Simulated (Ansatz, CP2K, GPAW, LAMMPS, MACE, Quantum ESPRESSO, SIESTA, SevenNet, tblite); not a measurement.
## GPAW on glassy 94B2O3-6CaO (mol %) (77 atoms): settings against a plane-wave reference

How do the settings of GPAW change the result for glassy 94B2O3-6CaO (mol %) (77 atoms)? A plane-wave run serves as the yardstick.

Main program and level: GPAW 26.7.0; the method is named at each step.

**1. Starting point**

The cell holds 77 atoms: 30 B, 1 Ca and 46 O. Cell: a = 9.702 Å, b = 9.702 Å, c = 9.702 Å, α = 90.0°, β = 90.0°, γ = 90.0°. 77 atoms (30 B, 1 Ca, 46 O) placed at random at 1.98 g/cm³, melted at 3000 K for 20 ps at fixed volume with the Buckingham and Coulomb pair potential of Guillot and Sator (Geochim. Cosmochim. Acta 71, 1249 (2007)) with the boron terms of Wang et al. (J. Non-Cryst. Solids 498, 294 (2018)). Quenched from 3000 K to 300 K at 20 K/ps and fixed volume, held 10 ps at zero pressure.

The yardstick, on the same geometry:

```
method                                           : Kohn-Sham DFT, PBE, PAW, plane waves (Ansatz 0.2.0); cutoff 420 eV, Γ point, fermi-dirac smearing of 0.05 eV; PAW set soft_2
r.m.s. force component                           : 0.9446 eV/Å
longest force                                    : 4.238 eV/Å
pressure                                         : -9.04 GPa
gap (highest filled to lowest empty level) : 3.847 eV
SCF cycles                                       : 9
time                                             : 4.3 s on 8 threads of Arm Neoverse V2, shared host
CPU time                                         : 30 s
```

**2. PBE, LCAO dzp, h 0.18 Å**

Method: Kohn-Sham DFT, PBE, PAW, atomic orbitals (dzp).

run.py

```python
import numpy as np
from ase.io import read
from gpaw import GPAW, FermiDirac

atoms = read("structure.xyz")
atoms.calc = GPAW(
    mode="lcao",
    basis="dzp",
    h=0.18,
    xc="PBE",
    kpts={"size": (1, 1, 1), "gamma": True},
    occupations=FermiDirac(0.05),
    maxiter=200,
    symmetry={"point_group": False},
    txt="gpaw.txt",
)
energy = atoms.get_potential_energy(force_consistent=True)
forces = atoms.get_forces()
print(f"energy {energy:.6f} eV")
print("forces (eV/A)")
for i, (a, f) in enumerate(zip(atoms, forces)):
    print(f"{i:4d} {a.symbol:2s} {f[0]:10.5f} {f[1]:10.5f} {f[2]:10.5f}")
print(f"Fermi level {atoms.calc.get_fermi_level():.4f} eV")
for k in range(len(atoms.calc.get_ibz_k_points())):
    for s in range(atoms.calc.get_number_of_spins()):
        e = atoms.calc.get_eigenvalues(kpt=k, spin=s)
        n = np.searchsorted(e, atoms.calc.get_fermi_level())
        print(f"k {k} spin {s} levels about the Fermi level:", np.round(e[max(n - 6, 0):n], 4).tolist(), "|", np.round(e[n:n + 6], 4).tolist())
```

structure.xyz

```xyz
77
Lattice="9.70233 0.00000 0.00000 0.00000 9.70233 0.00000 0.00000 0.00000 9.70233" Properties=species:S:1:pos:R:3 pbc="T T T"
B 3.72375 9.64305 6.47805
B 0.78589 7.60595 3.09010
B 6.65366 2.26064 9.37798
B 1.61757 7.08833 9.28736
B 5.28622 3.91023 7.71442
B 8.71551 0.78569 0.23916
B 7.30508 5.19987 4.88309
B 2.62361 9.61045 9.56330
B 4.84457 2.32759 5.56448
B 3.12202 5.42195 7.68910
B 8.15956 6.58352 2.09832
B 2.74508 5.98576 2.63030
B 1.96365 2.33225 3.87327
B 0.33279 2.21029 1.98762
B 5.01902 0.54304 1.05717
B 9.33345 3.49682 8.02276
B 7.82328 3.80807 2.42713
B 9.11514 6.13410 8.63071
B 6.00468 8.90606 3.29627
B 3.14152 3.66535 1.28672
B 7.88004 0.02086 5.09401
B 1.97307 2.35844 8.92546
B 7.82813 7.37154 6.53588
B 5.54197 8.18013 7.81426
B 5.06471 6.39374 3.86997
B 5.30358 2.90051 2.90138
B 8.18033 2.77487 5.58670
B 1.68520 9.46579 4.84505
B 7.20379 8.21768 0.20821
B 2.10114 4.73095 5.15951
Ca 0.73485 7.36756 6.26858
O 8.13647 1.41237 5.22383
O 4.36149 8.88685 7.46119
O 7.95135 5.20714 2.23978
O 5.08732 2.49233 4.21256
O 2.12064 0.94394 8.77265
O 2.49214 6.41033 8.44782
O 1.60302 2.40472 2.53279
O 6.07599 5.54566 4.34325
O 0.34298 6.61321 9.53370
O 1.31845 5.70371 4.49693
O 6.10286 3.34187 8.70658
O 5.75135 1.38054 0.25090
O 1.91893 7.12025 2.40695
O 2.48535 5.02600 6.50211
O 1.95531 8.41939 9.51828
O 4.19150 3.11600 2.05233
O 8.08757 9.27446 0.09780
O 5.23402 3.32033 6.46292
O 5.45669 9.66566 2.23086
O 2.39997 3.47838 4.59066
O 8.58782 7.01469 7.67959
O 7.11210 9.33277 4.01356
O 2.56782 9.10777 5.84313
O 8.00103 1.89428 9.40544
O 7.35233 7.24716 1.18989
[... 17 atom lines left out ...]
O 8.99387 3.06856 2.33069
O 9.16162 7.25472 2.78796
O 0.02668 1.18310 1.13993
O 3.76499 5.96625 3.63236
```

Launch:

```bash
$ OMP_NUM_THREADS=1 python run.py > output.txt
```

What it wrote:

```text
energy -577.471389 eV
forces (eV/A)
   0 B     1.61581    0.04788   -0.02616
   1 B     0.05967   -2.35542   -1.15718
   2 B    -0.88900   -1.48151   -0.12422
   3 B     0.61399    1.08367   -0.40938
   4 B    -0.99825   -1.10561    0.53301
   5 B    -2.13813    1.52060    1.52311
   6 B    -0.24054    2.81022    1.88775
   7 B     1.93280    0.89403    0.11317
   8 B    -0.04688   -0.24039   -0.02245
   9 B    -0.04602   -0.56633   -1.66120
  10 B     1.21853   -0.96500   -0.21316
  11 B    -0.13956   -0.27368    0.78441
  12 B    -1.00214    0.91643    1.73301
  13 B    -1.95224    1.05671    0.47524
  14 B    -0.36234   -0.75087   -0.90394
  15 B    -0.50368    0.84003   -1.88121
  16 B     0.50702    0.60759   -0.50465
  17 B     0.02310   -1.89705   -1.59249
  18 B    -0.71942   -0.21535    0.37182
  19 B     1.10486    0.80894    0.82420
  20 B    -0.63032    0.15662    0.00024
  21 B    -0.62788   -0.70393    1.82029
  22 B    -4.23118    0.45562   -1.34004
  23 B     2.35506    0.87421   -0.89979
[...]
69 O     1.08950   -0.19420    1.14641
  70 O    -0.97292   -0.43466    0.49492
  71 O     0.63482   -0.18418    1.05016
  72 O    -0.09768    0.37073    0.78328
  73 O     0.52914   -0.00044    0.22786
  74 O     0.76359    0.52674    0.15538
  75 O     0.44769   -2.19590   -1.35970
  76 O     0.51612   -0.40720   -0.75128
Fermi level 2.7550 eV
k 0 spin 0 levels about the Fermi level: [0.5876, 0.6764, 0.7954, 0.9516, 1.13, 1.3007] | [5.0223, 5.3179, 5.4401, 5.656, 5.8412, 5.8571]
```

gpaw.txt:

```text
Input parameters:
  mode=LCAO(),
  basis={'default': 'dzp'},
  h=0.18,
  kpts=MonkhorstPack(size=(1, 1, 1), gamma=True),
  maxiter=200,
  occupations=Occupations(name='fermi-dirac', width=0.05, fixmagmom=False),
  symmetry=Symmetry(point_group=False),
  xc=XC(name='PBE')
Unit cell  # Å
| periodic |        x |        y |        z |  lengths |    angles |
|----------|----------|----------|----------|----------|-----------|
|      yes | 9.702330 | 0.000000 | 0.000000 | 9.702330 | 90.000000 |
|      yes | 0.000000 | 9.702330 | 0.000000 | 9.702330 | 90.000000 |
|      yes | 0.000000 | 0.000000 | 9.702330 | 9.702330 | 90.000000 |
Number of symmetries: 1
Symmetry operations  # r_c * U_cc + t_c -> r_c
|   | kind |            matrix            |
|---|------|------------------------------|
| 0 |  E   |  1, 0, 0,  0, 1, 0,  0, 0, 1 |
BZ-sampling:
  Number of BZ points: 1
  Number of IBZ points: 1
  Monkhorst-Pack size: [1, 1, 1]
  Monkhorst-Pack shift: [0, 0, 0]
[... lines left out ...]
eigensolver:
density mixing:
  MSR1-Mixer
occupation numbers:
  Fermi-Dirac:
    width: 0.0500  # eV
FastPoissonSolver using
    Stencil: 6*3+1=19 point O(h^6) finite-difference Laplacian
xc functional:
  name: PBE with 2 nearest neighbor stencil
interpolation: tri-quintic # 5. degree polynomial
Initialization done in: 6.209 s
convergence criteria:
- Maximum [total energy] change in last 3 cyles: 0.0005 eV / valence electron
- Maximum integral of absolute [dens]ity change: 0.0001 electrons / valence electron
- Maximum integral of absolute [eigenst]ate change: 4e-08 eV^2 / valence electron
maximum number of iterations: 200
SCF iterations
|iter     |      energy | eigst |  dens |
|---------|-------------|-------|-------|
|iter:   1| -603.673224 |      c|       |
|iter:   2| -596.889261 |      c| -0.87 |
|iter:   3| -577.169607 |      c| -0.92 |
|iter:   4| -577.396730 |      c| -1.54 |
|iter:   5| -577.500583 |      c| -1.85 |
|iter:   6| -577.471905c|      c| -2.60 |
|iter:   7| -577.471517c|      c| -3.11 |
|iter:   8| -577.471394c|      c| -3.50 |
|iter:   9| -577.471389c|      c| -4.00 |
|iter:  10| -577.471389c|      c| -4.52c|
Converged in 10 steps
SCF loop duration: 65.822 s (6.582 s/step)
Energy contributions relative to reference atoms: (reference = -132474.762102)
Energy contributions:
  Kinetic:         354.564312
  Coulomb:        -382.345227
  Zero:             12.886436
  External:          0.000000
  Xc:             -562.576911
  Entropy:          -0.000000
  Spinorbit:         0.000000
  ----------------------------
  Free energy:    -577.471389
  Extrapolated:   -577.471389
dipole moment: (-35.201274, 43.928158, -2.525079)  # |e|*Ang
Fermi level: 2.755
Eigenvalues  # (at kpt = [0.000, 0.000, 0.000])
| band index |      eig [eV] | occ [0-2] |
|------------|---------------|-----------|
|          0 |       -38.968 |     2.000 |
|        ... |               |           |
|        180 |         0.453 |     2.000 |
|        181 |         0.514 |     2.000 |
[...]
|        195 |         6.098 |     0.000 |
|        ... |               |           |
|        229 |         9.535 |     0.000 |
Gap: 3.722 eV
Transition (v -> c):
  (s=0, k=0, n=187, [0.00, 0.00, 0.00]) -> (s=0, k=0, n=188, [0.00, 0.00, 0.00])
No difference between direct/indirect transitions
Force computation time: 15.286  # s
timing:  # [seconds]
  Total:  87.342  # ━━━━━━━━━━━━━━━━━━━━━━━━━━━━━━━━━━━━━━━━━━━━━━━━━━━━━━━━━
  Init:    6.208  # ━━━━
  SCF:    65.822  # ━━━━━━━━━━━━━━━━━━━━━━━━━━━━━━━━━━━━━━━━━━━
  Forces: 15.286  # ━━━━━━━━━━
```

Elapsed: 89 s, on 1 thread of Arm Neoverse V2, shared host; peak memory 0.99 GiB.

Banners, paths, timers and routine set-up lines are dropped from the logs unmarked, and long logs keep their key lines alone; longer cuts are marked.

Against the reference:

```yaml
r_m_s_force_component: 0.9793 eV/Å
r_m_s_difference_of_force_components: 140.8 meV/Å
longest_difference_of_force_vectors: 516 meV/Å
force_difference_over_r_m_s_force: 14.9 %
slope_of_forces_against_the_reference_s: 1.026
correlation_of_force_components: 0.9899
spacing_of_highest_filled_and_lowest_empty_level: 3.722 eV
gap_difference: -0.1256 eV
```

Length of the force difference by element (eV/Å):

```tsv
element	atoms	mean	most
B	30	0.12	0.23
Ca	1	0.14	0.14
O	46	0.28	0.52
```

Levels nearest the highest filled one (eV from it): -0.71, -0.62, -0.51, -0.35, -0.17, 0.00, 3.72, 4.02, 4.14, 4.36, 4.54, 4.56.

Local excerpt of 12 atoms (numbers count through the whole input) about Ca31, the only Ca atom; x, y, z are measured from there.

```tsv
atom	x	y	z	distance (Å)	Fx	Fy	Fz (eV/Å)
Ca31	0.00	0.00	0.00	0.00	0.64	-1.35	-1.18
O52	-1.85	-0.35	1.41	2.35	1.76	0.86	2.09
O60	0.23	1.18	-2.18	2.49	0.06	1.15	1.92
O41	0.58	-1.66	-1.77	2.50	0.99	-1.40	1.97
O65	-2.08	1.38	-0.30	2.51	1.46	-0.41	0.73
O54	1.83	1.74	-0.43	2.56	-0.66	-1.58	0.96
B23	-2.61	0.00	0.27	2.62	-4.23	0.46	-1.34
B28	0.95	2.10	-1.42	2.71	1.25	2.69	-2.50
O69	-2.51	-1.10	-0.69	2.82	1.00	-0.79	-0.60
O45	1.75	-2.34	0.23	2.93	-0.01	0.23	0.87
O37	1.76	-0.96	2.18	2.96	0.16	-0.47	-0.23
B18	-1.32	-1.23	2.36	2.97	0.02	-1.90	-1.59
```

Atoms are counted from 1 here, from 0 in the log.

Forces lie 15 % from the reference's, at 3.0 times its CPU time (on 1 against 8 cores).

The forces add up to 0.81 eV/Å instead of zero, usually a sign of too coarse a grid.

**3. PBE, LCAO szp(dzp), h 0.18 Å**

Method: Kohn-Sham DFT, PBE, PAW, atomic orbitals (szp(dzp)).

run.py: that of step 2 with these lines changed.

```diff
@@ -7,3 +7,3 @@
     mode="lcao",
-    basis="dzp",
+    basis="szp(dzp)",
     h=0.18,
```

structure.xyz is that of step 2.

What it wrote:

```text
energy -527.590835 eV
forces (eV/A)
   0 B     1.49823    0.10444    0.29195
   1 B     0.09246   -2.49958   -1.26111
   2 B    -0.65020   -1.16824   -0.07266
   3 B     0.69674    0.85872    0.22473
   4 B    -0.76544   -0.60105    0.75784
   5 B    -1.46684    1.27334    1.20700
[...]
74 O     0.68528    0.73575    0.47833
  75 O     0.86502   -2.64883   -1.49023
  76 O     0.23274   -0.67545   -0.27923
Fermi level 2.9924 eV
k 0 spin 0 levels about the Fermi level: [0.2388, 0.3665, 0.4312, 0.5901, 1.014, 1.2627] | [4.5406, 4.789, 4.8374, 5.1797, 5.2857, 5.3915]
```

gpaw.txt:

```text
Input parameters:
  mode=LCAO(),
  basis={'default': 'szp(dzp)'},
  h=0.18,
  kpts=MonkhorstPack(size=(1, 1, 1), gamma=True),
  maxiter=200,
  occupations=Occupations(name='fermi-dirac', width=0.05, fixmagmom=False),
[... lines left out ...]
  Fermi-Dirac:
[... lines left out ...]
convergence criteria:
- Maximum [total energy] change in last 3 cyles: 0.0005 eV / valence electron
[... lines left out ...]
Converged in 9 steps
[... lines left out ...]
  Free energy:    -527.590835
[... lines left out ...]
Fermi level: 2.992
[... lines left out ...]
|        ... |               |           |
|        229 |         9.683 |     0.000 |
Gap: 3.278 eV
Transition (v -> c):
  (s=0, k=0, n=187, [0.00, 0.00, 0.00]) -> (s=0, k=0, n=188, [0.00, 0.00, 0.00])
No difference between direct/indirect transitions
Force computation time: 11.117  # s
timing:  # [seconds]
  Total:  62.091  # ━━━━━━━━━━━━━━━━━━━━━━━━━━━━━━━━━━━━━━━━━━━━━━━━━━━━━━━━━
  Init:    5.297  # ━━━━━
  SCF:    45.653  # ━━━━━━━━━━━━━━━━━━━━━━━━━━━━━━━━━━━━━━━━━━
  Forces: 11.117  # ━━━━━━━━━━
```

The job ended after 63 s (1 thread; peak memory 0.94 GiB).

Compared with the plane-wave run:

| Quantity | Value |
| --- | --- |
| r.m.s. force component | 1.042 eV/Å |
| r.m.s. difference of force components | 404.6 meV/Å |
| longest difference of force vectors | 1609 meV/Å |
| force difference over r.m.s. force | 42.84 % |
| slope of forces against the reference's | 1.017 |
| correlation of force components | 0.9216 |
| gap (highest filled to lowest empty level) | 3.278 eV |
| gap difference | -0.5693 eV |

This is a coarse setting, run to see what it loses.

Against the first run (15 %), the force difference from the reference is 43 %, at 0.71 times the CPU time, with 700 basis functions against 1017: the smaller basis costs accuracy.

The forces add up to 0.77 eV/Å instead of zero, usually a sign of too coarse a grid.

**4. Side by side**

Differences are against the plane-wave reference, forces as r.m.s. over components; share is that over the reference's r.m.s. force, slope the least-squares factor from reference forces to these. Total energies of different programs have different zeros and aren't compared.

```tsv
run	Δ force, r.m.s. (meV/Å)	share (%)	slope	Δ gap (eV)	cores	CPU time	memory (GiB)
reference	-	-	-	-	8	30 s	1.1
GPAW PBE, LCAO dzp, h 0.18 Å	141	14.9	1.026	-0.126	1	89 s	0.99
GPAW PBE, LCAO szp(dzp), h 0.18 Å (coarse)	405	42.8	1.017	-0.569	1	63 s	0.94
```

Rows marked coarse were listed beforehand as settings not expected to be converged; some can still land near the reference.

CPU time is summed over cores on a shared host, where runs went side by side, so it is rough. Symmetry, cutoffs, thresholds, outputs and thread counts weren't matched or tuned between programs; memory under MPI is the largest rank's times the ranks.

**5. What came out**

```yaml
nearest_in_forces: GPAW PBE, LCAO dzp, h 0.18 Å, 15 %
its_cpu_time: 89 s
```

**Reading.** The PBE run in local orbitals, coarse settings apart, differs by 15 % (GPAW PBE, LCAO dzp, h 0.18 Å); basis, grid and potentials can all enter. Runs with settings chosen to be coarse differ by 43 % (GPAW PBE, LCAO szp(dzp), h 0.18 Å), their programs' other errors included. None of the electronic-structure runs in the table takes under half the reference's CPU time of 30 s; they take 2.1 to 3.0 times as much. At the same functional, gaps differ from the reference's 3.85 eV by between -0.57 and -0.13 eV. The quench rate of 20 K/ps is many orders above laboratory rates, so the cell is likely richer in defects and strain than a real sample. The network of bonds at the start is that of the classical potential that made the cell, and needn't be the one that DFT or experiment would give. The reference's stress is far from hydrostatic: its diagonal is -8.6, -12.5, -5.9 GPa, compression counted positive. The electronic-structure runs sample only Γ, in a cell whose shortest periodic width is 10 Å.

[Also dropped from logs without a mark: logging warnings of Python, and SIESTA's first energy breakdown and zero terms.]

[Logs are printed without paths, hosts, clocks, repeated set-up lines and the standing remarks that a program may print on its own settings, such as how far it seeks lower states.]

[Hosts, paths, dates, database ids (printed as entryN), source tags and the programs' standing remarks are cut or masked in the printed files.]
